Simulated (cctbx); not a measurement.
# A disordered crystal of nominal Ba2LiYbZn3S7

Cell a = 4.5740 Å, b = 4.7910 Å, c = 15.2050 Å, α = 90.00°, β = 90.00°, γ = 90.00°; space group Pmm2 (no. 25); nominal formula Ba2LiYbZn3S7.

The data are simulated with cctbx, not measured: Ag Kα, λ = 0.56087 Å, to d = 0.7 Å, 50 % of the full sphere, strongest reflection 20000 counts, noise from counting, a 6 % proportional error and a noise floor of 4 counts (s.d.); no absorption, and some extinction, which the refinements don't model.

With every site full:

```text
Rint 0.041, 1103 unique reflections to 0.70 A
cycle     R1     wR2    GooF  max shift (A)
   1  0.0988  0.2803   4.035   0.01266
   5  0.0286  0.0709   1.021   0.00049
final R1 0.0286 wR2 0.0709 GooF 1.021  parameters 56  data/parameter 19.7
atom        x        y        z      Ueq    occ   su(xyz)  su(Uiso or U11)
Yb1    0.50000  0.50000  0.51427   0.0239  1.000  0.00004  0.0004
Ba2    0.50000  0.50000  0.80457   0.0160  1.000  0.00007  0.0003
Ba3    0.50000  0.50000  0.10358   0.0122  1.000  0.00004  0.0003
Zn1    0.00000  0.00000  0.95691   0.0116  1.000  0.00018  0.0006
Zn2    0.00000  0.00000  0.64673   0.0222  1.000  0.00016  0.0007
Zn3    0.00000  0.00000  0.37595   0.0191  1.000  0.00013  0.0006
S1     0.00000  0.00000  0.19518   0.0219  1.000  0.00025  0.0014
S2     0.00000  0.50000  0.95117   0.0220  1.000  0.00039  0.0013
S3     0.50000  0.00000  0.95205   0.0126  1.000  0.00033  0.0010
S4     0.50000  0.00000  0.64400   0.0271  1.000  0.00029  0.0017
S5     0.00000  0.50000  0.65290   0.0405  1.000  0.00052  0.0025
S6     0.50000  0.00000  0.40068   0.0195  1.000  0.00029  0.0014
S7     0.00000  0.50000  0.40555   0.0280  1.000  0.00036  0.0014
Li1    0.50000  0.00000  0.25817   0.0253  1.000  0.00244  0.0104
difference map: max 0.97 min -1.24 rms 0.22
Q1    0.5000  0.1914  0.0512    2    1.07  1.68 A from Ba3
Q2    0.5000  0.3811  0.4585    2    0.84  1.02 A from Yb1
Q3    0.5000  0.2847  0.9906    2    0.79  1.48 A from S3
Q4    0.0000  0.1928  0.1976    2    0.78  0.92 A from S1
Q5    0.3211  0.5000  0.2797    2    0.74  2.41 A from S7
Q6    0.0000  0.3178  0.2599    2    0.74  1.81 A from S1
```

With the occupancies of the suspect sites free, each still typed as its main element:

```text
Rint 0.041, 1103 unique reflections to 0.70 A
cycle     R1     wR2    GooF  max shift (A)
   1  0.1268  0.3153   4.543   0.00083
  18  0.0270  0.0658   0.948   0.00041
final R1 0.0270 wR2 0.0658 GooF 0.947  parameters 58  data/parameter 19.0
atom        x        y        z      Ueq    occ   su(xyz)  su(Uiso or U11)
Yb1    0.50000  0.50000  0.51429   0.0227  0.969  0.00003  0.0004
Ba2    0.50000  0.50000  0.80444   0.0159  1.000  0.00006  0.0003
Ba3    0.50000  0.50000  0.10352   0.0138  1.043  0.00004  0.0004
Zn1    0.00000  0.00000  0.95729   0.0118  1.000  0.00017  0.0005
Zn2    0.00000  0.00000  0.64709   0.0226  1.000  0.00016  0.0007
Zn3    0.00000  0.00000  0.37577   0.0190  1.000  0.00012  0.0006
S1     0.00000  0.00000  0.19568   0.0221  1.000  0.00024  0.0013
S2     0.00000  0.50000  0.95135   0.0217  1.000  0.00036  0.0012
S3     0.50000  0.00000  0.95233   0.0126  1.000  0.00032  0.0009
S4     0.50000  0.00000  0.64381   0.0267  1.000  0.00028  0.0016
S5     0.00000  0.50000  0.65234   0.0396  1.000  0.00046  0.0023
S6     0.50000  0.00000  0.40040   0.0191  1.000  0.00026  0.0013
S7     0.00000  0.50000  0.40572   0.0270  1.000  0.00032  0.0013
Li1    0.50000  0.00000  0.25938   0.0267  1.000  0.00214  0.0116
su of occupancy Yb1: 0.005
su of occupancy Ba3: 0.005
difference map: max 0.97 min -1.16 rms 0.21
Q1    0.5000  0.1894  0.0515    2    1.07  1.69 A from Ba3
Q2    0.0000  0.1938  0.1978    2    0.77  0.93 A from S1
Q3    0.5000  0.2850  0.9910    2    0.75  1.49 A from S3
Q4    0.3200  0.5000  0.2795    2    0.74  2.41 A from S7
Q5    0.1907  0.3821  0.6633    4    0.73  1.05 A from S5
Q6    0.0000  0.1909  0.4284    2    0.73  1.22 A from Zn3
```

**Question.** What is the disorder?

X-rays count electrons. Yb1 refines to 0.969(0.005), or 67.8 electrons; the site truly holds 0.85 Yb and 0.15 Ba, 67.9 electrons, which is 0.970 of Yb; Ba3 refines to 1.043(0.005), or 58.4 electrons; the site truly holds 0.85 Ba and 0.15 Yb, 58.1 electrons, which is 1.038 of Ba. A value under 1 can't tell vacancies from a lighter guest, and one over 1 needs a heavier guest; chemistry or a second radiation must settle which. Occupancy correlates with U and the scale, and the two elements' form factors differ in shape, so the match is approximate.

Freeing them takes R1 from 0.0286 to 0.0270 and GooF from 1.02 to 0.95.

The model was made for the exercise: a known structure type with other elements put in, its volume estimated, not relaxed; displacement parameters are assumed.

[Middle refinement cycles are left out of these outputs.]

[Logs are printed without paths, hosts, clocks, repeated set-up lines and the standing remarks that a program may print on its own settings, such as how far it seeks lower states.]
